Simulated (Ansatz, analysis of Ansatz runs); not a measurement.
# MnGeO3 (R-3): does an added electron stay on Mn?, part 2 of 2

Aim: the energy barrier that a trapped electron meets when it moves from one Mn atom to another one nearby in MnGeO3 (R-3). The model is a cell of 80 host atoms.

Ansatz 0.2.0; plane-wave PAW DFT, PBEsol+U; relaxation of all atoms of a supercell at fixed charge in a uniform background; PAW set soft_1.

So far. Step 2 (The cell without the carrier): The largest displacement from an ideal site is 0.008 Å.

### Step 3. The electron on the first site

The nearest neighbour or neighbours of the site start displaced and the site's starting moment is changed by the carrier's spin, since a carrier doesn't trap itself in the undistorted lattice.

Contents of A.relax/input.yaml:

```yaml
crystal:
  lattice:
    - [5.0401609, 2.90993825, 9.60331119]
    - [-5.0401609, 2.90993825, 9.60331119]
    - [0.0, -5.81987651, 9.60331119]
  atoms:
    - { symbol: Mn, position: [0.317447, 0.318369, 0.316719], spin: 5.0 }
    - { symbol: Mn, position: [0.18238, 0.182927, 0.181747], spin: -5.0 }
    - { symbol: Ge, position: [0.078357, 0.079473, 0.078151] }
    - { symbol: Ge, position: [0.421118, 0.421752, 0.420996] }
    - { symbol: O, position: [0.478882, 0.102444, 0.279897] }
    - { symbol: O, position: [0.28054, 0.479642, 0.101049] }
    - { symbol: O, position: [0.101825, 0.280955, 0.478566] }
    - { symbol: O, position: [0.021031, 0.398588, 0.218991] }
    - { symbol: O, position: [0.214193, 0.032149, 0.401573] }
    - { symbol: O, position: [0.398177, 0.220116, 0.020036] }
    - { symbol: Mn, position: [0.317311, 0.318093, 0.817018], spin: 5.0 }
    - { symbol: Mn, position: [0.182249, 0.182903, 0.681651], spin: -5.0 }
    - { symbol: Ge, position: [0.078639, 0.079126, 0.578172] }
    - { symbol: Ge, position: [0.421292, 0.421925, 0.920568] }
    - { symbol: O, position: [0.478979, 0.102283, 0.780045] }
    - { symbol: O, position: [0.280274, 0.479711, 0.601412] }
    - { symbol: O, position: [0.101382, 0.281223, 0.978656] }
    - { symbol: O, position: [0.020782, 0.39861, 0.719183] }
    - { symbol: O, position: [0.219125, 0.021771, 0.897626] }
    - { symbol: O, position: [0.398028, 0.220034, 0.520643] }
    - { symbol: Mn, position: [0.317181, 0.818292, 0.31716], spin: 4.0 }
    - { symbol: Mn, position: [0.181612, 0.682879, 0.182279], spin: -5.0 }
    - { symbol: Ge, position: [0.078626, 0.579169, 0.078055] }
    - { symbol: Ge, position: [0.421271, 0.921921, 0.420586] }
    - { symbol: O, position: [0.487645, 0.590172, 0.277906] }
    - { symbol: O, position: [0.278057, 0.988925, 0.088916] }
    - { symbol: O, position: [0.089321, 0.77891, 0.487499] }
    - { symbol: O, position: [0.020725, 0.898864, 0.218953] }
    - { symbol: O, position: [0.219344, 0.521322, 0.397831] }
    - { symbol: O, position: [0.397559, 0.72008, 0.020704] }
    - { symbol: Mn, position: [0.317408, 0.817981, 0.817272], spin: 5.0 }
    - { symbol: Mn, position: [0.182395, 0.682722, 0.681788], spin: -5.0 }
    - { symbol: Ge, position: [0.078366, 0.57917, 0.578256] }
    - { symbol: Ge, position: [0.420949, 0.9219, 0.920848] }
    - { symbol: O, position: [0.479024, 0.602425, 0.779869] }
    - { symbol: O, position: [0.280469, 0.979351, 0.601315] }
    - { symbol: O, position: [0.101686, 0.781134, 0.978504] }
    - { symbol: O, position: [0.020977, 0.898539, 0.718851] }
    - { symbol: O, position: [0.219287, 0.521523, 0.897631] }
    - { symbol: O, position: [0.402177, 0.714975, 0.530632] }
    - { symbol: Mn, position: [0.817562, 0.318237, 0.31699], spin: 5.0 }
    - { symbol: Mn, position: [0.682011, 0.182708, 0.182155], spin: -5.0 }
    - { symbol: Ge, position: [0.578618, 0.079282, 0.07788] }
    - { symbol: Ge, position: [0.921205, 0.421755, 0.420881] }
    - { symbol: O, position: [0.978708, 0.10245, 0.28007] }
    - { symbol: O, position: [0.780078, 0.479679, 0.101461] }
    - { symbol: O, position: [0.601657, 0.281098, 0.478622] }
    - { symbol: O, position: [0.520672, 0.398654, 0.219107] }
    - { symbol: O, position: [0.719142, 0.02134, 0.397861] }
    - { symbol: O, position: [0.897707, 0.220117, 0.020696] }
    - { symbol: Mn, position: [0.817476, 0.318084, 0.817164], spin: 5.0 }
    - { symbol: Mn, position: [0.682075, 0.183265, 0.68177], spin: -5.0 }
    - { symbol: Ge, position: [0.578506, 0.079135, 0.578311] }
    - { symbol: Ge, position: [0.920851, 0.421995, 0.920996] }
    - { symbol: O, position: [0.978861, 0.10232, 0.77986] }
    - { symbol: O, position: [0.780463, 0.479633, 0.601274] }
    - { symbol: O, position: [0.601641, 0.281129, 0.97838] }
    - { symbol: O, position: [0.520726, 0.39905, 0.718731] }
    - { symbol: O, position: [0.719468, 0.021392, 0.897454] }
    - { symbol: O, position: [0.898038, 0.219995, 0.520526] }
    - { symbol: Mn, position: [0.817391, 0.818147, 0.316782], spin: 5.0 }
    - { symbol: Mn, position: [0.68192, 0.682915, 0.18187], spin: -5.0 }
    - { symbol: Ge, position: [0.578104, 0.579275, 0.078327] }
    - { symbol: Ge, position: [0.921092, 0.921819, 0.420729] }
    - { symbol: O, position: [0.979112, 0.602249, 0.280021] }
    - { symbol: O, position: [0.780362, 0.979732, 0.101119] }
    - { symbol: O, position: [0.601778, 0.781095, 0.478369] }
    - { symbol: O, position: [0.531455, 0.902794, 0.213636] }
    - { symbol: O, position: [0.719452, 0.521468, 0.397612] }
    - { symbol: O, position: [0.898012, 0.719961, 0.020651] }
    - { symbol: Mn, position: [0.817182, 0.818413, 0.817037], spin: 5.0 }
    - { symbol: Mn, position: [0.68229, 0.682863, 0.681913], spin: -5.0 }
    - { symbol: Ge, position: [0.578589, 0.579373, 0.578001] }
    - { symbol: Ge, position: [0.921266, 0.921695, 0.920671] }
    - { symbol: O, position: [0.978606, 0.60249, 0.780057] }
    - { symbol: O, position: [0.780403, 0.979437, 0.601267] }
    - { symbol: O, position: [0.601484, 0.781023, 0.978619] }
    - { symbol: O, position: [0.520649, 0.898657, 0.719125] }
    - { symbol: O, position: [0.719097, 0.521591, 0.89777] }
    - { symbol: O, position: [0.898097, 0.719917, 0.520335] }
total_charge: -1
basis:
  ecutwfc: 420
  xc_grid: 2
hamiltonian:
  xc: pbesol
  hubbard:
    sites: [{ species: Mn, l: d, u_eff: 5.0 }]
    projectors: ortho-atomic
  pseudopotentials: { kind: paw, azcp: { folder: soft_1 }, xc_functional: pbe }
kpoints:
  mp_grid: { grid: [1, 1, 1] }
magnetization:
  spin_polarized: true
  initial_magnetization: -1
  spin_locking: { lock_magnetization: hard }
scf:
  occupations: { method: fermi_dirac, width: 0.01 }
  max_iter: 120
  lower_state_search: "off"
output:
  forces: true
relax:
  f_tol: 0.015
  max_steps: 70
  escape_saddle: false
checkpoint:
  write: "../A.relax.run"
  compress: false
  write_wavefunctions: true
  write_every: 100000
```

Command:

```bash
$ ansatz run input.yaml --threads 32 --pin off --max-ram 84787MiB --backend cuda --events-out ev --progress --plain --runs-dir out --max-vram 78GiB
```

Numbers of over 12 decimals in the logs are rounded to 6 here.

The program printed:

```text
[...]
Crystal: 80 atoms, lattice volume = 845.085 Å³
Basis set: ecut = 420 eV, 16545 PW (Γ), exchange–correlation on 160×160×160 points (8 copies of the dense FFT grid, shifted against one another)
Bands: 457, of which v1, the nominal top of the filled ones, is band 377 counted from 1 (376 counted from 0)
Symmetry: 1 space group operations
[...]
k-points: 1
[...]
Starting moments: Σ|m| = 79 μB on 16 of 80 sites
[...]
SCF iter   1: F=—  HF=-156895.743602 eV  |Δ(HF+E_count)|=         —  Δρ=8.92e-2 (↑8.20e-2 ↓8.92e-2)  dr2=2.54e2  dr2_m=2.86e0  M=-1.000 μB ∫|m|=72.369 μB  Hψ=3039
[...]
spin=Collinear: Kerker preconditioning applied to the charge; magnetization (m = ρ↑ − ρ↓) channel mixes plain (no charge-response kernel on spin).
SCF iter   2: F=—  HF=-156864.915636 eV  |Δ(HF+E_count)|=    3.08e1  Δρ=4.13e-2 (↑4.11e-2 ↓4.13e-2)  dr2=5.90e1  dr2_m=1.88e0  M=-1.000 μB ∫|m|=76.547 μB  Hψ=1862
SCF iter   3: F=—  HF=-156856.613227 eV  |Δ(HF+E_count)|=    8.30e0  Δρ=2.93e-2 (↑2.30e-2 ↓2.93e-2)  dr2=2.83e1  dr2_m=7.28e-1  M=-1.000 μB ∫|m|=76.046 μB  Hψ=1803
[...]
SCF iter  14: F=-156853.806857 eV  HF=-156853.806858 eV  |Δ(HF+E_count)|=   1.63e-6  Δρ=6.59e-6 (↑6.59e-6 ↓6.51e-6)  dr2=1.17e-6  dr2_m=1.73e-8  M=-1.000 μB ∫|m|=78.201 μB  Hψ=2420
SCF 1 converged in 14 iterations: F = -156853.806857 eV  dr2 = 1.17e-6
[...]
relax step   1: F+E_penalty+E_count = -156853.80685750 eV  Δ(F+E_penalty+E_count) = +0.000e0 eV  max|allowed force component| = 1.915e0 eV/Å  Δτ_max = 0.0000 Å  (14 SCF iters, dr2 threshold 5.63e-6 eV, accepted)
[...]
relax step   2: F+E_penalty+E_count = -156854.55256613 eV  Δ(F+E_penalty+E_count) = -7.457e-1 eV  max|allowed force component| = 7.402e-1 eV/Å  Δτ_max = 0.0977 Å  (5 SCF iters, dr2 threshold 1.00e-4 eV, accepted)
relax step   3: F+E_penalty+E_count = -156854.68541288 eV  Δ(F+E_penalty+E_count) = -1.328e-1 eV  max|allowed force component| = 2.480e-2 eV/Å  Δτ_max = 0.0362 Å  (6 SCF iters, dr2 threshold 3.42e-5 eV, accepted)
relax step   4: F+E_penalty+E_count = -156854.68541411 eV  Δ(F+E_penalty+E_count) = -1.232e-6 eV  max|allowed force component| = 2.340e-2 eV/Å  Δτ_max = 0.0000 Å  (4 SCF iters, accepted)
relax step   5: F+E_penalty+E_count = -156854.68491557 eV  Δ(F+E_penalty+E_count) = +4.985e-4 eV  max|allowed force component| = 5.397e-2 eV/Å  Δτ_max = 0.0063 Å  (7 SCF iters, rejected (line search))
[...]
SCF iter   1: F=—  HF=-156854.682790 eV  |Δ(HF+E_count)|=         —  Δρ=3.52e-4 (↑3.52e-4 ↓3.18e-4)  dr2=1.52e-3  dr2_m=3.15e-4  M=-1.000 μB ∫|m|=78.136 μB  Hψ=2522
[...]
SCF iter   2: F=—  HF=-156854.682659 eV  |Δ(HF+E_count)|=   1.31e-4  Δρ=2.38e-4 (↑2.38e-4 ↓2.15e-4)  dr2=7.17e-4  dr2_m=1.42e-4  M=-1.000 μB ∫|m|=78.136 μB  Hψ=1052
[...]
SCF iter   6: F=-156854.685930 eV  HF=-156854.685930 eV  |Δ(HF+E_count)|=   3.55e-8  Δρ=1.28e-6 (↑1.28e-6 ↓1.21e-6)  dr2=5.33e-8  dr2_m=1.95e-9  M=-1.000 μB ∫|m|=78.137 μB  Hψ=2428
SCF 6 converged in 6 iterations: F = -156854.685930 eV  dr2 = 5.33e-8
relax step   6: F+E_penalty+E_count = -156854.68593035 eV  Δ(F+E_penalty+E_count) = -5.162e-4 eV  max|allowed force component| = 5.752e-3 eV/Å  Δτ_max = 0.0031 Å  (6 SCF iters, accepted)
[...]
NSCF: frozen V_eff on 1 k-points
[...]
SCF converged after 6 iterations
Stability checked in part: among states of this total moment the steps that led to this state did not find it unstable. No probe was made; neither looks for a lower state of another moment (fixed_total_moment; see scf.lower_state_search)
Magnetization: -1.0000 μB (376.0000 up, 377.0000 down)
Absolute magnetization: 78.1092 μB (∫|ρ↑−ρ↓|, with the PAW one-centre terms)
[...]
Per-site moments (μB) at R_I (Å): [(4.148474, 0.863617), (-4.153233, 0.863301), (-0.00438489, 0.777282), [... 6 left out ...]
Free energy (F): -156854.685930 eV
[...]
Internal energy: -156854.685930 eV  (E = F + TS)
E sigma→0 (E₀):  -156854.685930 eV
Fermi energy:    12.033311 (↑ 10.832213, ↓ 12.994397) eV
[...]
--- Forces (eV/Å), atoms counted from 1 ---
  atom   1  Mn     0.00083970    -0.00070528    -0.00075124
  atom   2  Mn     0.00102540     0.00004770     0.00015464
  atom   3  Ge    -0.00072740    -0.00135829    -0.00141012
  [... 3 atoms left out ...]
  [... 74 more lines of this table ...]
  max |Σ_I F_I| component: 3.42e-4 eV/Å
--- Band table (eV) ---
[...]
Occupation matrices written to <dir>
--- Relaxed structure (6 steps of the walk, 5 accepted, 0 SCFs on fresh bases) ---
  F+E_penalty+E_count = -156854.68593035 eV   max|allowed force component| = 5.752e-3 eV/Å
  atoms:
    - { symbol: Mn, position: [0.317612, 0.318413, 0.317291] }
    - { symbol: Mn, position: [0.182208, 0.183046, 0.181895] }
    - { symbol: Ge, position: [0.078475, 0.079219, 0.078105] }
    [... 3 atoms left out ...]
  [... 74 more lines of this table ...]
```

Wall time 6.8 s (1 × NVIDIA GB200 with 32 threads of Arm Neoverse V2, shared host); peak memory 1.7 GiB; 31 s of CPU time.

The steps of the relaxation:

| step | energy less that of the first step (eV) | largest force component (eV/Å) |
| --- | --- | --- |
| 1 | 0.0000 | 1.9149 |
| 2 | -0.7457 | 0.7402 |
| 3 | -0.8786 | 0.0248 |
| 4 | -0.8786 | 0.0234 |
| 5 | -0.8781 | 0.0540 |
| 6 | -0.8791 | 0.0058 |

Relaxation step 5 was tried and not accepted.

The atoms that moved most (Å):

| atom | dx | dy | dz | length |
| --- | --- | --- | --- | --- |
| O26 | 0.059 | -0.096 | 0.054 | 0.125 |
| O27 | 0.053 | 0.097 | 0.055 | 0.124 |
| O68 | -0.032 | -0.075 | -0.092 | 0.122 |
| O25 | -0.109 | -0.001 | 0.055 | 0.122 |
| O9 | 0.079 | 0.008 | -0.092 | 0.122 |
| O40 | -0.048 | 0.061 | -0.091 | 0.120 |
| Mn61 | 0.000 | -0.002 | 0.009 | 0.010 |
| Mn1 | 0.001 | -0.003 | 0.007 | 0.008 |

The moves above count from the input, in which the site's nearest neighbours were already displaced; the distances below compare with the cell without the carrier.

Distances from Mn21 without and with the electron:

| atom | without (Å) | with (Å) |
| --- | --- | --- |
| O27 | 2.09 | 2.09 |
| O26 | 2.10 | 2.09 |
| O25 | 2.09 | 2.09 |
| O9 | 2.35 | 2.34 |
| O68 | 2.35 | 2.34 |
| O40 | 2.35 | 2.34 |

The largest changes of the moments are -0.01 μB on Ge4, -0.01 μB on Ge14 and -0.01 μB on Ge24. The carrier did not stay on the chosen site.

### Step 4. Outcome

| Item | Value |
| --- | --- |
| carrier trapped on the chosen site | no |
| size of the moment change on that site | 0.00 μB |

In words: With PBEsol+U (5 eV) (Mn d 5.0 eV) the electron does not stay on the chosen Mn atom: it is spread over more than 30 atoms in effect, so no hop between such sites was computed. The magnetic order was assumed and need not be the ground state; parallel spins on neighbours help a carrier to spread. The search for lower electronic states was switched off. Another U, a hybrid or another start may give another answer. Keep in mind: sampling at the zone centre alone can move energies of charged and open-shell states by tenths of an eV or more in cells of this size; gap and trapping depend on the U chosen (Mn d 5.0 eV).

[Logs are printed without paths, hosts, clocks, repeated set-up lines and the standing remarks that a program may print on its own settings, such as how far it seeks lower states.]

[Hosts, paths, dates, database ids (printed as entryN), source tags and the programs' standing remarks are cut or masked in the printed files.]
